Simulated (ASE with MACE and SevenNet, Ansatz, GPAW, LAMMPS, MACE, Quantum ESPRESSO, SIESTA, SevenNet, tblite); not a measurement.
# Machine-learned potentials on glassy 39BaO-61TiO2 (mol %) (94 atoms): settings against a plane-wave reference

How do the settings of machine-learned potentials change the result for glassy 39BaO-61TiO2 (mol %) (94 atoms)? A plane-wave run serves as the yardstick.

Method: the method is named at each step, in ASE with MACE and SevenNet.

### 1. The starting structure

The cell holds 94 atoms: 14 Ba, 22 Ti and 58 O. Cell: a = 11.321 Å, b = 11.321 Å, c = 11.321 Å, α = 90.0°, β = 90.0°, γ = 90.0°. 94 atoms (14 Ba, 22 Ti, 58 O) placed at random at 4.7 g/cm³, melted at 4000 K for 10 ps at fixed volume with the Morse and Coulomb pair potential with partial charges (Pedone, Malavasi, Menziani, Cormack and Segre, J. Phys. Chem. B 110, 11780 (2006)). Quenched from 4000 K to 300 K at 50 K/ps and fixed volume, held 10 ps at zero pressure, then minimised at fixed cell.

The yardstick, on the same geometry:

```
method                                           : Kohn-Sham DFT, PBE, SSSP efficiency 1.3.0 pseudopotentials, plane waves (Quantum ESPRESSO 7.5); sssp-pbe-1.3.0-efficiency, cutoffs 60/480 Ry, Γ point
r.m.s. force component                           : 0.7144 eV/Å
longest force                                    : 2.612 eV/Å
pressure                                         : 2.873 GPa
gap (highest filled to lowest empty level) : 2.464 eV
time                                             : 11 min on 4 MPI ranks of Arm Neoverse V1, shared host
CPU time                                         : 43 min
```

### 2. MACE MP-0b3 medium potential

Method: machine-learned interatomic potential MACE MP-0b3 medium, trained on PBE(+U) plane-wave data.

run.py

```python
import numpy as np
from ase.io import read
import mlip  # loads the published weights by name

atoms = read("structure.xyz")
atoms.calc = mlip.calc("mace-mp-0b3-medium")
energy = atoms.get_potential_energy()
forces = atoms.get_forces()
print(f"energy {energy:.6f} eV")
print("forces (eV/A)")
for i, (a, f) in enumerate(zip(atoms, forces)):
    print(f"{i:4d} {a.symbol:2s} {f[0]:10.5f} {f[1]:10.5f} {f[2]:10.5f}")
stress = -atoms.get_stress(voigt=False) * 160.21766
print("stress (GPa, compression positive)")
for row in stress:
    print(" ".join(f"{x:10.4f}" for x in row))
```

structure.xyz

```xyz
94
Lattice="11.32140 0.00000 0.00000 0.00000 11.32140 0.00000 0.00000 0.00000 11.32140" Properties=species:S:1:pos:R:3 pbc="T T T"
Ba 5.14897 1.91785 10.63849
Ba 3.14859 4.56083 4.03393
Ba 3.34740 7.78007 9.45665
Ba 9.10388 7.90732 2.50135
Ba 1.30672 8.72031 2.87111
Ba 1.05753 10.22855 0.08729
Ba 10.88938 7.05119 9.60100
Ba 7.34623 2.45255 2.67502
Ba 9.55515 2.48912 6.75899
Ba 7.56349 10.60679 7.86917
Ba 4.45757 7.90981 3.00617
Ba 3.77444 10.90183 7.16611
Ba 7.32461 4.63634 8.86047
Ba 1.40385 1.12422 5.00723
Ti 1.91785 2.14982 1.43091
Ti 10.03597 3.11225 11.06961
Ti 3.21177 5.26841 0.30511
Ti 5.65730 2.47984 6.03623
Ti 1.53880 2.19646 9.33846
Ti 0.38436 5.82701 1.17426
Ti 7.25045 7.85139 9.82267
Ti 4.80514 9.97279 0.02808
Ti 10.16447 0.53811 2.62521
Ti 7.16237 5.39759 4.56581
Ti 4.01095 4.42021 8.17609
Ti 0.04585 10.54419 8.23326
Ti 4.29013 0.26945 3.04591
Ti 8.93734 10.70235 10.91168
Ti 1.99245 7.87471 6.20866
Ti 6.50947 5.52892 1.00194
Ti 7.16260 10.37889 4.24303
Ti 5.43529 7.60572 6.58407
Ti 10.36497 9.70957 5.54307
Ti 0.82658 4.81805 6.92938
Ti 9.37933 7.06455 6.79058
Ti 10.69453 3.95819 3.70074
O 5.80561 0.33817 3.98185
O 8.53237 9.93996 5.36261
O 8.86058 4.33813 4.28119
O 4.06133 1.83656 5.66727
O 3.36846 9.03414 0.61690
O 10.35840 5.53288 7.14980
O 10.32251 2.09050 3.84214
O 5.41061 3.31626 7.63006
O 1.60911 5.70757 10.78024
O 5.92324 8.64310 10.94553
O 1.10338 9.27913 8.93700
O 3.65296 8.22896 6.79375
O 0.63626 3.37049 8.05620
O 2.72936 4.54260 6.87300
O 3.23792 1.67444 2.74046
O 9.10558 2.96745 9.59477
O 10.18722 10.98436 9.59058
O 3.04048 3.58073 0.82963
O 4.90341 11.14705 1.38846
O 9.54292 2.06831 1.11731
[... 34 atom lines left out ...]
O 7.43080 0.20062 10.59491
O 10.62355 11.23796 6.70091
O 4.10457 5.14444 9.92966
O 2.14925 6.02400 1.78369
```

On the command line:

```sh
OMP_NUM_THREADS=1 python run.py > output.txt
```

What it wrote:

```text
energy -761.036117 eV
forces (eV/A)
   0 Ba   -0.89643   -0.13168    0.17725
   1 Ba   -0.41234    0.00511   -0.02178
   2 Ba    0.58279   -0.66233   -0.13956
   3 Ba   -0.38170   -0.12030    0.21864
   4 Ba   -0.10359   -0.23128    1.22518
   5 Ba    0.15913    1.46419   -0.63471
   6 Ba   -0.15513   -0.04822   -0.24733
   7 Ba    0.62372   -0.16614    0.13115
   8 Ba    0.20049    0.05096    0.00866
   9 Ba    0.39180   -0.68759   -0.43053
  10 Ba    1.36183    0.19671    0.14061
  11 Ba    0.07227   -0.27367    0.01142
  12 Ba    0.31684    0.55708    0.37259
  13 Ba   -0.35912   -0.19918   -0.91839
  14 Ti   -0.68830   -0.54954   -0.43277
  15 Ti   -0.16165    0.11360    0.67229
  16 Ti   -2.30851   -1.17643   -0.39510
  17 Ti   -0.12964    0.13545    0.17251
  18 Ti   -0.03714    0.22125    0.44078
  19 Ti    0.85618   -0.87385   -0.68048
  20 Ti   -0.29983    0.46664   -0.39849
  21 Ti   -0.31636   -0.86824   -0.28604
  22 Ti   -0.07427    0.73786   -0.35020
  23 Ti   -0.15472   -0.44816    0.51969
[...]
86 O     1.39634   -1.20769    0.59452
  87 O    -0.02862   -0.72955   -0.31140
  88 O     0.23101   -1.28726   -0.27606
  89 O    -0.05469   -0.14079   -0.93061
  90 O    -0.92616    0.67892   -0.21884
  91 O    -0.52680    1.85242   -1.05050
  92 O     0.35332    0.09596   -0.54149
  93 O     0.98639    0.51489    1.67697
stress (GPa, compression positive)
    5.0953    -0.1771     1.2952
   -0.1771     3.5457    -0.0799
    1.2952    -0.0799     3.3700
```

Elapsed: 9.5 s, on 1 thread of Arm Neoverse V1, shared host; peak memory 1 GiB.

Banners, paths, timers and routine set-up lines are dropped from the logs unmarked, and long logs keep their key lines alone; longer cuts are marked.

Compared with the plane-wave run:

```yaml
r_m_s_force_component: 0.7343 eV/Å
r_m_s_difference_of_force_components: 98.68 meV/Å
longest_difference_of_force_vectors: 390.4 meV/Å
force_difference_over_r_m_s_force: 13.81 %
slope_of_forces_against_the_reference_s: 1.019
correlation_of_force_components: 0.9911
pressure: 4.004 GPa
pressure_difference: 1.13 GPa
```

Length of the force difference by element (eV/Å):

```
element  atoms  mean  most
     Ba     14  0.13  0.33
      O     58  0.14  0.31
     Ti     22  0.20  0.39
```

A closer look about O89, picked at random: 9 atoms, nearest first, numbered in the order of the input, with positions taken from that point.

```
atom      x      y      z  distance (Å)  bonds     Fx     Fy  Fz (eV/Å)
 O89   0.00   0.00   0.00          0.00      5   0.23  -1.29      -0.28
Ti28   0.41   1.69   0.52          1.81      4  -0.83   0.99      -0.37
Ti21  -1.28  -1.16  -0.57          1.82      5  -0.30   0.47      -0.40
 O46  -2.61  -0.37   0.55          2.69      3   0.55  -0.98       0.09
 O53   1.66   1.97  -0.80          2.70      4   0.69   0.32      -0.72
 O91  -1.10   2.51   0.20          2.75      3  -0.93   0.68      -0.22
 O62  -0.08  -2.02  -1.88          2.76      4  -0.07  -0.41       0.51
 O64   1.31   1.61   2.04          2.91      4   0.93  -0.76       1.70
 O69  -1.22  -2.61   0.60          2.94      4   1.12   0.13      -1.14
```

Atoms are counted from 1 here, from 0 in the log.

Forces lie 14 % from the reference's, at 0.0036 times its CPU time (on 1 against 4 cores).

### 3. SevenNet l3i5 potential

Method: machine-learned interatomic potential SevenNet l3i5, trained on PBE(+U) plane-wave data.

Edit run.py of step 2 so:

```diff
@@ -5,3 +5,3 @@
 atoms = read("structure.xyz")
-atoms.calc = mlip.calc("mace-mp-0b3-medium")
+atoms.calc = mlip.calc("7net-l3i5")
 energy = atoms.get_potential_energy()
```

structure.xyz is that of step 2.

What it wrote:

```text
energy -761.194702 eV
forces (eV/A)
   0 Ba   -0.88764   -0.07344    0.25109
   1 Ba   -0.35984    0.03929   -0.05569
   2 Ba    0.58116   -0.60354   -0.18442
   3 Ba   -0.40235   -0.05697    0.25015
   4 Ba   -0.19206   -0.23371    1.33361
   5 Ba    0.19499    1.47675   -0.69915
   6 Ba   -0.11528   -0.07169   -0.30914
   7 Ba    0.62421   -0.18405    0.17721
   8 Ba    0.13768    0.03323   -0.08280
   9 Ba    0.35954   -0.73514   -0.45263
  10 Ba    1.45644    0.16292    0.10146
  11 Ba    0.11475   -0.33325    0.09464
  12 Ba    0.29364    0.57123    0.34779
  13 Ba   -0.39529   -0.24928   -0.93881
  14 Ti   -0.61153   -0.56367   -0.44071
  15 Ti    0.16009    0.17815    0.64935
  16 Ti   -2.07094   -1.35741   -0.34273
  17 Ti   -0.21191    0.21902    0.06412
  18 Ti    0.10230    0.11683    0.52650
  19 Ti    0.76644   -0.66650   -0.46450
  20 Ti   -0.35674    0.51715   -0.39691
  21 Ti   -0.17429   -0.85741   -0.32790
  22 Ti   -0.21117    0.82001   -0.46155
  23 Ti   -0.20591   -0.41700    0.56111
[...]
86 O     1.39753   -1.21560    0.75979
  87 O    -0.05128   -0.98914   -0.41869
  88 O     0.34220   -1.11383   -0.18808
  89 O    -0.06552   -0.11502   -1.00216
  90 O    -0.92888    0.75821   -0.26259
  91 O    -0.52555    1.95563   -1.05637
  92 O     0.44487    0.07931   -0.45150
  93 O     0.94720    0.56950    1.70437
stress (GPa, compression positive)
    4.9533    -0.1834     1.2573
   -0.1834     3.5270    -0.0708
    1.2573    -0.0708     3.3895
```

The job ended after 11 s (1 thread; peak memory 1.4 GiB).

Numbers from this run, and their distance from the reference:

```
r.m.s. force component                  : 0.7376 eV/Å
r.m.s. difference of force components   : 87.9 meV/Å
longest difference of force vectors     : 323.1 meV/Å
force difference over r.m.s. force      : 12.3 %
slope of forces against the reference's : 1.026
correlation of force components         : 0.9932
pressure                                : 3.957 GPa
pressure difference                     : 1.083 GPa
```

Against the first run (14 %), the force difference from the reference is 12 %, at 1.2 times the CPU time.

### 4. MACE MP-0b2 small potential

Method: machine-learned interatomic potential MACE MP-0b2 small, trained on PBE(+U) plane-wave data.

Edit run.py of step 3 so:

```diff
@@ -5,3 +5,3 @@
 atoms = read("structure.xyz")
-atoms.calc = mlip.calc("7net-l3i5")
+atoms.calc = mlip.calc("mace-mp-0b2-small")
 energy = atoms.get_potential_energy()
```

structure.xyz is that of step 3.

What it wrote:

```text
energy -761.051352 eV
forces (eV/A)
   0 Ba   -0.71861   -0.22457    0.12978
   1 Ba   -0.29237   -0.04985   -0.04442
   2 Ba    0.53813   -0.64870   -0.07225
   3 Ba   -0.50432   -0.01900    0.18843
   4 Ba   -0.12392   -0.22107    1.28503
   5 Ba    0.23384    1.41288   -0.77160
   6 Ba   -0.07060    0.00288   -0.19919
   7 Ba    0.46411   -0.17589    0.13567
   8 Ba    0.10409    0.00623   -0.07168
   9 Ba    0.27897   -0.48649   -0.44148
  10 Ba    1.44029    0.25675    0.05029
  11 Ba    0.28030   -0.23593    0.09745
  12 Ba    0.29256    0.35209    0.32490
  13 Ba   -0.18277   -0.18311   -0.85704
  14 Ti   -0.41658   -0.66650   -0.44634
  15 Ti    0.04469    0.08621    0.82319
  16 Ti   -1.95999   -1.44177   -0.37162
  17 Ti   -0.22921    0.11656    0.04565
  18 Ti   -0.08446    0.42210    0.66325
  19 Ti    0.69522   -0.94093   -0.52433
  20 Ti   -0.41646    0.51737   -0.33164
  21 Ti   -0.20541   -0.51841   -0.23345
  22 Ti   -0.29391    0.76134   -0.16796
  23 Ti   -0.14064   -0.59892    0.55263
[...]
86 O     1.52337   -1.23797    0.61176
  87 O     0.03351   -0.87204   -0.35923
  88 O     0.38782   -1.25083   -0.21641
  89 O    -0.08609   -0.25209   -1.01112
  90 O    -0.86124    0.74931   -0.17761
  91 O    -0.54127    1.70801   -1.09937
  92 O     0.37139    0.13381   -0.33921
  93 O     0.82724    0.51815    1.62099
stress (GPa, compression positive)
    5.1303    -0.1340     1.1777
   -0.1340     3.7226    -0.1577
    1.1777    -0.1577     3.5336
```

The job ended after 7.3 s (1 thread; peak memory 0.66 GiB).

Numbers from this run, and their distance from the reference:

```yaml
r_m_s_force_component: 0.7168 eV/Å
r_m_s_difference_of_force_components: 118.4 meV/Å
longest_difference_of_force_vectors: 463.6 meV/Å
force_difference_over_r_m_s_force: 16.57 %
slope_of_forces_against_the_reference_s: 0.9896
correlation_of_force_components: 0.9863
pressure: 4.129 GPa
pressure_difference: 1.256 GPa
```

Against the first run (14 %), the force difference from the reference is 17 %, at 0.78 times the CPU time.

### 5. All runs compared

Differences are against the plane-wave reference, forces as r.m.s. over components; share is that over the reference's r.m.s. force, slope the least-squares factor from reference forces to these. Total energies of different programs have different zeros and aren't compared.

```
                         run  Δ force, r.m.s. (meV/Å)  share (%)  slope  Δ pressure (GPa)  cores  CPU time  memory (GiB)
                   reference                        -          -      -                 -      4    43 min           4.7
MACE MP-0b3 medium potential                     98.7       13.8  1.019              1.13      1     9.3 s           1.0
     SevenNet l3i5 potential                     87.9       12.3  1.026              1.08      1      11 s           1.4
 MACE MP-0b2 small potential                      118       16.6  0.990              1.26      1     7.2 s          0.66
```

Times of the machine-learned potentials are mostly Python's start and the loading of weights.

CPU time is summed over cores on a shared host, where runs went side by side, so it is rough. Symmetry, cutoffs, thresholds, outputs and thread counts weren't matched or tuned between programs; memory under MPI is the largest rank's times the ranks.

### 6. Outcome

```json
{
  "nearest in forces": "SevenNet l3i5 potential, 12 %",
  "its CPU time": "11 s"
}
```

**Reading.** Machine-learned potentials differ by 12 % (SevenNet l3i5 potential) to 17 % (MACE MP-0b2 small potential); they were trained on other programs' data. The reference's pressure holds the uncorrected Pulay stress of its 60 Ry basis, so small pressure differences, and their order, may be the reference's own error. Machine-learned potentials mimic data converged in k, so the reference's own k-point error enters their differences. The quench rate of 50 K/ps is many orders above laboratory rates, so the cell is likely richer in defects and strain than a real sample. The network of bonds at the start is that of the classical potential that made the cell, and needn't be the one that DFT or experiment would give. The reference's pressure of 2.9 GPa belongs to a cell and atoms that aren't relaxed at this level. The electronic-structure runs sample only Γ, in a cell whose shortest periodic width is 11 Å. Spin–orbit coupling is left out, which matters for the levels of the heavy elements.

[Also dropped from logs without a mark: logging warnings of Python, and SIESTA's first energy breakdown and zero terms.]

[Logs are printed without paths, hosts, clocks, repeated set-up lines and the standing remarks that a program may print on its own settings, such as how far it seeks lower states.]

[Hosts, paths, dates, database ids (printed as entryN), source tags and the programs' standing remarks are cut or masked in the printed files.]
